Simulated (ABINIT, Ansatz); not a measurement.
# K2H4Pt (I4/mmm): bands and cutoff in G0W0 with ABINIT

Aim: raise bands and screening cutoff together for K2H4Pt (I4/mmm) and follow gap and time.

Method: PBEsol and many-body steps on it, plane waves, in ABINIT 10.8.3.

## (1) The starting structure

The structure is tetragonal, space group I4/mmm (No. 139). Conventional cell: a = 5.749 Å, b = 5.749 Å, c = 7.722 Å, α = 90.00°, β = 90.00°, γ = 90.00°. K has 8 H at 2.83 Å nearest. Nearest to H lie 1 Pt at 1.65 Å and 2 H at 2.33 Å and 4 K at 2.83 Å. Pt has 4 H at 1.65 Å nearest. Farther neighbours are not listed.

The cell and positions are those that the Materials Project relaxed with its own functionals (PBE, PBE+U or r2SCAN), kept fixed. Spin-orbit coupling is left out unless a step names it.

## (2) Empty states on the mesh, 2×2×2 mesh, 249 bands

This step: ABINIT 10.8.3; DFT, PBEsol, plane waves, norm-conserving pseudopotentials.

The sums over transitions need many empty states on a uniform mesh; this step solves for them.

The input, run.abi:

```
acell 3*1.0 Angstrom
rprim 
  -2.874560180000 2.874560180000 3.861188830000
  2.874560180000 -2.874560180000 3.861188830000
  2.874560180000 2.874560180000 -3.861188830000
ntypat 3
znucl 19 1 78
natom 7
typat 1 1 2 2 2 2 3
xred 
  0.250000000000 0.750000000000 0.500000000000
  0.750000000000 0.250000000000 0.500000000000
  0.202788050000 0.797211950000 0.000000000000
  0.202788050000 0.202788050000 0.405576100000
  0.797211950000 0.202788050000 0.000000000000
  0.797211950000 0.797211950000 0.594423900000
  0.000000000000 0.000000000000 0.000000000000
pp_dirpath "pseudos"
pseudos "K.upf, H.upf, Pt.upf"
ecut 38
ngkpt 2 2 2
nshiftk 1
shiftk 0 0 0
kptopt 1
chksymbreak 0
iscf -2
irdden 1
istwfk *1
nband 249
nbdbuf 22
tolwfr 1e-09
nstep 60
prtvol 0
indata_prefix "in"
outdata_prefix "out"
tmpdata_prefix "tmp"
```

Command:

```console
$ OMP_NUM_THREADS=1 mpirun -n 4 abinit run.abi > log
```

Numbers of over 12 decimals in the logs are rounded to 6 here.

Output:

```text
.Version 10.8.3 of ABINIT. v10.8.2 released Aug 2026.

 Symmetries : space group I4/m m m (#139); Bravais tI (body-center tetrag.)
[... echo of the input left out ...]
== DATASET  1 ==================================================================
-   mpi_nproc: 4, omp_nthreads: 1 (-1 if OMP is not activated)

--- !DatasetInfo
iteration_state: {dtset: 1, }
dimensions: {natom: 7, nkpt: 4, mband: 249, nsppol: 1, nspinor: 1, nspden: 1, mpw: 9692, }
cutoff_energies: {ecut:  38.0, pawecutdg:  -1.0, }
[...]
2.88962    2.88962    2.91826    2.92319    2.92362    2.92362    2.93617    2.93617
   2.94049    2.94049    2.94241    2.97721    2.97764    2.98260    2.98525    2.99793
   3.01494
 prteigrs : prtvol=0 or 1, do not print more k-points.

== END DATASET(S) ==============================================================
================================================================================

 -outvars: echo values of variables after computation  --------
            nband         249
             nkpt           4
          spgroup         139
 [... the other variables as echoed above ...]

 Calculation completed.
```

Elapsed: 2.7 min, on 4 MPI ranks of Intel Xeon Platinum 8488C (Sapphire Rapids), shared host; peak memory 0.54 GiB; 11 min of CPU time.

Numbers from this step:

| Property | Result |
| --- | --- |
| gap | 2.606 eV |
| k of the valence top | 0.5, 0.5, 0 |
| k of the conduction bottom | 0.5, 0.5, 0.5 |
| least direct gap | 2.625 eV |
| k points computed | 4 |
| lowest point of the top converged band, above the valence top | 73.9856 eV |

On this mesh the gap is 2.606 eV.

The density comes from a self-consistent run that is not shown.

## (3) Screening, 2×2×2 mesh, 45 bands, screening to 62.6 eV

The RPA dielectric matrix is built and inverted for each q.

This step: RPA screening on PBEsol, plane waves, norm-conserving pseudopotentials.

run.abi: that of step 2 with these lines changed.

```diff
@@ -25,10 +25,11 @@
 chksymbreak 0
-iscf -2
-irdden 1
 istwfk *1
-nband 249
-nbdbuf 22
-tolwfr 1e-09
-nstep 60
-prtvol 0
+occopt 1
+irdwfk 1
+optdriver 3
+nband 45
+ecuteps 2.3
+inclvkb 2
+awtr 1
+symchi 1
 indata_prefix "in"
```

Output:

```text
.Version 10.8.3 of ABINIT. v10.8.2 released Aug 2026.

 Symmetries : space group I4/m m m (#139); Bravais tI (body-center tetrag.)
[... echo of the input left out ...]
== DATASET  1 ==================================================================
-   mpi_nproc: 4, omp_nthreads: 1 (-1 if OMP is not activated)

--- !DatasetInfo
iteration_state: {dtset: 1, }
dimensions: {natom: 7, nkpt: 4, mband: 45, nsppol: 1, nspinor: 1, nspden: 1, mpw: 9692, }
cutoff_energies: {ecut:  38.0, pawecutdg:  -1.0, }
electrons: {nelect:   4.00000000E+01, charge:   0.00000000E+00, occopt:   1.00000000E+00, tsmear:   1.00000000E-02, }

 SCREENING: Calculation of the susceptibility and dielectric matrices

 Based on a program developped by R.W. Godby, V. Olevano, G. Onida, and L. Reining.
 Incorporated in ABINIT by V. Olevano, G.-M. Rignanese, and M. Torrent.
.Using double precision arithmetic ; gwpc =  8

[... cell and pseudopotentials left out ...]
--------------------------------------------------------------------------------

 ==== K-mesh for the wavefunctions ====
 Number of points in the irreducible wedge :     4
[... list of points left out ...]
 Together with 16 symmetry operations and time-reversal symmetry
 yields     8 points in the full Brillouin Zone.

 ==== Q-mesh for the screening function ====
 Number of points in the irreducible wedge :     4
[... list of points left out ...]
 Together with 16 symmetry operations and time-reversal symmetry
 yields     8 points in the full Brillouin Zone.

 setmesh: FFT mesh size selected  =    45x   45x   45
          total number of points  =        91125

 vcoul_init : cutoff-mode = AUXILIARY_FUNCTION
 q-points for optical limit:   1
     1)      0.000010    0.000020    0.000030

- screening: taking advantage of time-reversal symmetry
- Maximum band index for partially occupied states nbvw = 20
- Remaining bands to be divided among processors   nbcw = 25
- Number of bands treated by each node ~6

 Number of electrons calculated from density =   40.0000; Expected =   40.0000
 average of density, n =  0.046445
 r_s =    1.7258
 omega_plasma =   20.7886 [eV]

 calculating chi0 at frequencies [eV] :
  1    0.000000E+00    0.000000E+00
  2    0.000000E+00    2.078861E+01

--------------------------------------------------------------------------------
  q-point number  1        q = ( 0.000000, 0.000000, 0.000000) [r.l.u.]
--------------------------------------------------------------------------------
[... chi0 elements left out ...]
 For q-point:  0.000010 0.000020 0.000030
  dielectric constant =   2.7914
  dielectric constant without local fields =   3.5445

  Average fulfillment of the sum rule on Im[epsilon] for q-point    1 :     28.91  [%]
[... wings left out ...]
  q-point number  2        q = ( 0.500000, 0.000000, 0.000000) [r.l.u.]
--------------------------------------------------------------------------------
[... chi0 elements left out ...]
  Average fulfillment of the sum rule on Im[epsilon] for q-point    2 :     38.46  [%]

 [... 2 further q-points ...]
```

Run time: 11 s. Hardware: 4 MPI ranks; peak memory 1.4 GiB.

Numbers from this step:

```
ε∞ with local fields, on this mesh, along the program's q direction : 2.791
the same without local fields                                       : 3.545
plasma frequency                                                    : 20.79 eV
plane waves in the screening matrix                                 : 153
```

Local fields lower ε∞ by 21 %. On a Γ-centred mesh this coarse the value itself is usually too large, while a short band sum pulls it down.

## (4) 45 bands, 62.6 eV

The self-energy is evaluated for the states that the input lists, and the levels follow from it, in one-shot runs by the linearised quasiparticle equation.

This step: G0W0 on PBEsol, plane waves, norm-conserving pseudopotentials.

run.abi: that of step 3 with these lines changed.

```diff
@@ -28,8 +28,19 @@
 irdwfk 1
-optdriver 3
+optdriver 4
 nband 45
+gwcalctyp 0
+ecutsigx 38
+symsigma 1
+nkptgw 3
+kptgw 
+  0.5000000000 0.5000000000 0.0000000000
+  0.5000000000 0.5000000000 0.5000000000
+  0.0000000000 0.0000000000 0.0000000000
+bdgw 
+  19 22
+  18 22
+  18 22
 ecuteps 2.3
-inclvkb 2
-awtr 1
-symchi 1
+irdscr 1
+ppmodel 1
 indata_prefix "in"
```

Output:

```text
.Version 10.8.3 of ABINIT. v10.8.2 released Aug 2026.

 Symmetries : space group I4/m m m (#139); Bravais tI (body-center tetrag.)
[... echo of the input left out ...]
== DATASET  1 ==================================================================
-   mpi_nproc: 4, omp_nthreads: 1 (-1 if OMP is not activated)

--- !DatasetInfo
iteration_state: {dtset: 1, }
dimensions: {natom: 7, nkpt: 4, mband: 45, nsppol: 1, nspinor: 1, nspden: 1, mpw: 9692, }
cutoff_energies: {ecut:  38.0, pawecutdg:  -1.0, }
electrons: {nelect:   4.00000000E+01, charge:   0.00000000E+00, occopt:   1.00000000E+00, tsmear:   1.00000000E-02, }

 SIGMA: Calculation of the GW corrections

 Based on a program developped by R.W. Godby, V. Olevano, G. Onida, and L. Reining.
 Incorporated in ABINIT by V. Olevano, G.-M. Rignanese, and M. Torrent.
.Using double precision arithmetic ; gwpc =  8

[... cell and pseudopotentials left out ...]
--------------------------------------------------------------------------------

 ==== K-mesh for the wavefunctions ====
 Number of points in the irreducible wedge :     4
[... list of points left out ...]
 Together with 16 symmetry operations and time-reversal symmetry
 yields     8 points in the full Brillouin Zone.

 ==== Q-mesh for screening function ====
 Number of points in the irreducible wedge :     4
[... list of points left out ...]
 Together with 16 symmetry operations and time-reversal symmetry
 yields     8 points in the full Brillouin Zone.

 vcoul_init : cutoff-mode = AUXILIARY_FUNCTION
 q-points for optical limit:   1
     1)      0.000010    0.000020    0.000030
 setmesh: FFT mesh size selected  =    72x   72x   72
          total number of points  =       373248

 Number of electrons calculated from density =   40.0000; Expected =   40.0000
 average of density, n =  0.046445
 r_s =    1.7258
 omega_plasma =   20.7886 [eV]

 === KS Band Gaps ===
  >>>> For spin  1
   Minimum direct gap =   2.6251 [eV], located at k-point      :   0.5000  0.5000  0.5000
   Fundamental gap    =   2.6060 [eV], Top of valence bands at :   0.5000  0.5000  0.0000
                                       Bottom of conduction at :   0.5000  0.5000  0.5000
 SIGMA fundamental parameters:
 PLASMON POLE MODEL  1
 number of plane-waves for SigmaX                 9657
 number of plane-waves for SigmaC and W            153
 number of plane-waves for wavefunctions          9657
 number of bands                                    45
 number of independent spin polarizations            1
 number of spinorial components                      1
 number of k-points in IBZ                           4
 number of q-points in IBZ                           4
 number of symmetry operations                      16
 number of k-points in BZ                            8
 number of q-points in BZ                            8
 number of frequencies for dSigma/dE                 9
 frequency step for dSigma/dE [eV]                0.25
 number of omega for Sigma on real axis              0
 max omega for Sigma on real axis  [eV]           0.00
 zcut for avoiding poles [eV]                     0.10

 EPSILON^-1 parameters (SCR file):
 dimension of the eps^-1 matrix on file            153
 dimension of the eps^-1 matrix used               153
 number of plane-waves for wavefunctions          9657
 number of bands                                    45
 number of q-points in IBZ                           4
 number of frequencies                               2
 number of real frequencies                          1
 number of imag frequencies                          1

 matrix elements of self-energy operator (all in [eV])

 Perturbative Calculation

--- !SelfEnergy_ee
iteration_state: {dtset: 1, }
kpoint     : [   0.500,    0.500,    0.000, ]
spin       : 1
KS_gap     :    3.641
QP_gap     :    5.444
Delta_QP_KS:    1.803
data: !SigmaeeData |
     Band     E0 <VxcDFT>   SigX SigC(E0)      Z dSigC/dE  Sig(E)    E-E0       E
       19   0.814 -19.621 -23.952   4.232   0.785  -0.274 -19.698  -0.077   0.737
       20   1.111 -17.314 -20.766   3.212   0.801  -0.248 -17.506  -0.192   0.919
       21   4.752 -10.342  -6.670  -1.787   0.855  -0.170  -8.731   1.611   6.363
       22   5.795  -8.415  -4.471  -1.915   0.861  -0.161  -6.667   1.747   7.542

--- !SelfEnergy_ee
iteration_state: {dtset: 1, }
kpoint     : [   0.500,    0.500,    0.500, ]
spin       : 1
KS_gap     :    2.625
QP_gap     :    4.265
Delta_QP_KS:    1.640
data: !SigmaeeData |
     Band     E0 <VxcDFT>   SigX SigC(E0)      Z dSigC/dE  Sig(E)    E-E0       E
       18   0.819 -19.638 -23.972   4.236   0.785  -0.274 -19.715  -0.077   0.742
       19   0.819 -19.638 -23.972   4.236   0.785  -0.274 -19.715  -0.077   0.742
[...]
--- !SelfEnergy_ee
iteration_state: {dtset: 1, }
kpoint     : [   0.000,    0.000,    0.000, ]
spin       : 1
KS_gap     :    4.989
QP_gap     :    7.209
Delta_QP_KS:    2.220
data: !SigmaeeData |
     Band     E0 <VxcDFT>   SigX SigC(E0)      Z dSigC/dE  Sig(E)    E-E0       E
[...]
20   0.797 -17.067 -20.605   3.249   0.800  -0.250 -17.299  -0.232   0.565
       21   5.785  -8.441  -4.168  -1.965   0.861  -0.161  -6.453   1.988   7.773
       22   6.309  -7.737  -3.708  -2.203   0.866  -0.154  -6.155   1.581   7.890

== END DATASET(S) ==============================================================
================================================================================

 -outvars: echo values of variables after computation  --------
           etotal      0.0000000000E+00
            nband          45
             nkpt           4
          spgroup         139
 [... the other variables as echoed above ...]

 Calculation completed.
```

Wall time 7.8 s (4 MPI ranks); peak memory 1.5 GiB.

This step gave:

* G0W0 gap on the points computed: 4.256 eV
* starting gap on the mesh: 2.606 eV
* k of the valence top: 0.5, 0.5, 0
* k of the conduction bottom: 0.5, 0.5, 0.5
* Z at the valence top: 0.801
* Z at the conduction bottom: 0.862
* least direct G0W0 gap on the computed points: 4.265 eV

The gap on the mesh goes from 2.61 eV to 4.26 eV, a correction of +1.65 eV.

## (5) Screening, 2×2×2 mesh, 104 bands, screening to 114.3 eV

This step: RPA screening on PBEsol, plane waves, norm-conserving pseudopotentials.

run.abi: that of step 4 with these lines changed.

```diff
@@ -28,19 +28,8 @@
 irdwfk 1
-optdriver 4
-nband 45
-gwcalctyp 0
-ecutsigx 38
-symsigma 1
-nkptgw 3
-kptgw 
-  0.5000000000 0.5000000000 0.0000000000
-  0.5000000000 0.5000000000 0.5000000000
-  0.0000000000 0.0000000000 0.0000000000
-bdgw 
-  19 22
-  18 22
-  18 22
-ecuteps 2.3
-irdscr 1
-ppmodel 1
+optdriver 3
+nband 104
+ecuteps 4.2
+inclvkb 2
+awtr 1
+symchi 1
 indata_prefix "in"
```

Output:

```text
.Version 10.8.3 of ABINIT. v10.8.2 released Aug 2026.

 Symmetries : space group I4/m m m (#139); Bravais tI (body-center tetrag.)
[... echo of the input left out ...]
== DATASET  1 ==================================================================
-   mpi_nproc: 4, omp_nthreads: 1 (-1 if OMP is not activated)

--- !DatasetInfo
iteration_state: {dtset: 1, }
dimensions: {natom: 7, nkpt: 4, mband: 104, nsppol: 1, nspinor: 1, nspden: 1, mpw: 9692, }
cutoff_energies: {ecut:  38.0, pawecutdg:  -1.0, }
electrons: {nelect:   4.00000000E+01, charge:   0.00000000E+00, occopt:   1.00000000E+00, tsmear:   1.00000000E-02, }

 SCREENING: Calculation of the susceptibility and dielectric matrices

 Based on a program developped by R.W. Godby, V. Olevano, G. Onida, and L. Reining.
 Incorporated in ABINIT by V. Olevano, G.-M. Rignanese, and M. Torrent.
.Using double precision arithmetic ; gwpc =  8

[... cell and pseudopotentials left out ...]
--------------------------------------------------------------------------------

 ==== K-mesh for the wavefunctions ====
 Number of points in the irreducible wedge :     4
[... list of points left out ...]
 Together with 16 symmetry operations and time-reversal symmetry
 yields     8 points in the full Brillouin Zone.

 ==== Q-mesh for the screening function ====
 Number of points in the irreducible wedge :     4
[... list of points left out ...]
 Together with 16 symmetry operations and time-reversal symmetry
 yields     8 points in the full Brillouin Zone.

 setmesh: FFT mesh size selected  =    45x   45x   45
          total number of points  =        91125

 vcoul_init : cutoff-mode = AUXILIARY_FUNCTION
 q-points for optical limit:   1
     1)      0.000010    0.000020    0.000030

- screening: taking advantage of time-reversal symmetry
- Maximum band index for partially occupied states nbvw = 20
- Remaining bands to be divided among processors   nbcw = 84
- Number of bands treated by each node ~21

 Number of electrons calculated from density =   40.0000; Expected =   40.0000
 average of density, n =  0.046445
 r_s =    1.7258
 omega_plasma =   20.7886 [eV]

 calculating chi0 at frequencies [eV] :
  1    0.000000E+00    0.000000E+00
  2    0.000000E+00    2.078861E+01

--------------------------------------------------------------------------------
  q-point number  1        q = ( 0.000000, 0.000000, 0.000000) [r.l.u.]
--------------------------------------------------------------------------------
[... chi0 elements left out ...]
 For q-point:  0.000010 0.000020 0.000030
  dielectric constant =   2.8154
  dielectric constant without local fields =   3.6549

  Average fulfillment of the sum rule on Im[epsilon] for q-point    1 :     54.76  [%]
[... wings left out ...]
  q-point number  2        q = ( 0.500000, 0.000000, 0.000000) [r.l.u.]
--------------------------------------------------------------------------------
[... chi0 elements left out ...]
  Average fulfillment of the sum rule on Im[epsilon] for q-point    2 :     61.96  [%]

 [... 2 further q-points ...]
```

Run time: 29 s. Hardware: 4 MPI ranks; peak memory 1.8 GiB; 1.9 min of CPU time.

This step gave:

```
ε∞ with local fields, on this mesh, along the program's q direction : 2.815
the same without local fields                                       : 3.655
plasma frequency                                                    : 20.79 eV
plane waves in the screening matrix                                 : 339
```

[end of part 1 of 2]

[Paths, hosts, dates, memory and timing lines, banners, echoed tables and standing remarks are left out of the program output.]

[Logs are printed without paths, hosts, clocks, repeated set-up lines and the standing remarks that a program may print on its own settings, such as how far it seeks lower states.]

[Runs of the session that timed out or met a known fault of the program may be left out.]

[No measured gap is set beside runs whose start may be inverted or whose files or cutoffs have a known fault.]

[Hosts, paths, dates, database ids (printed as entryN), source tags and the programs' standing remarks are cut or masked in the printed files.]

[G0W0 gaps are taken among the corrected bands and points alone; a level outside them can change the order at an edge.]

[Where Ansatz stands beside ABINIT at settings called matched, ABINIT's density can come from a denser mesh and the files from another edition; pairs whose starting gaps differed by over 0.03 eV were left out, so agreement reads better than it is.]
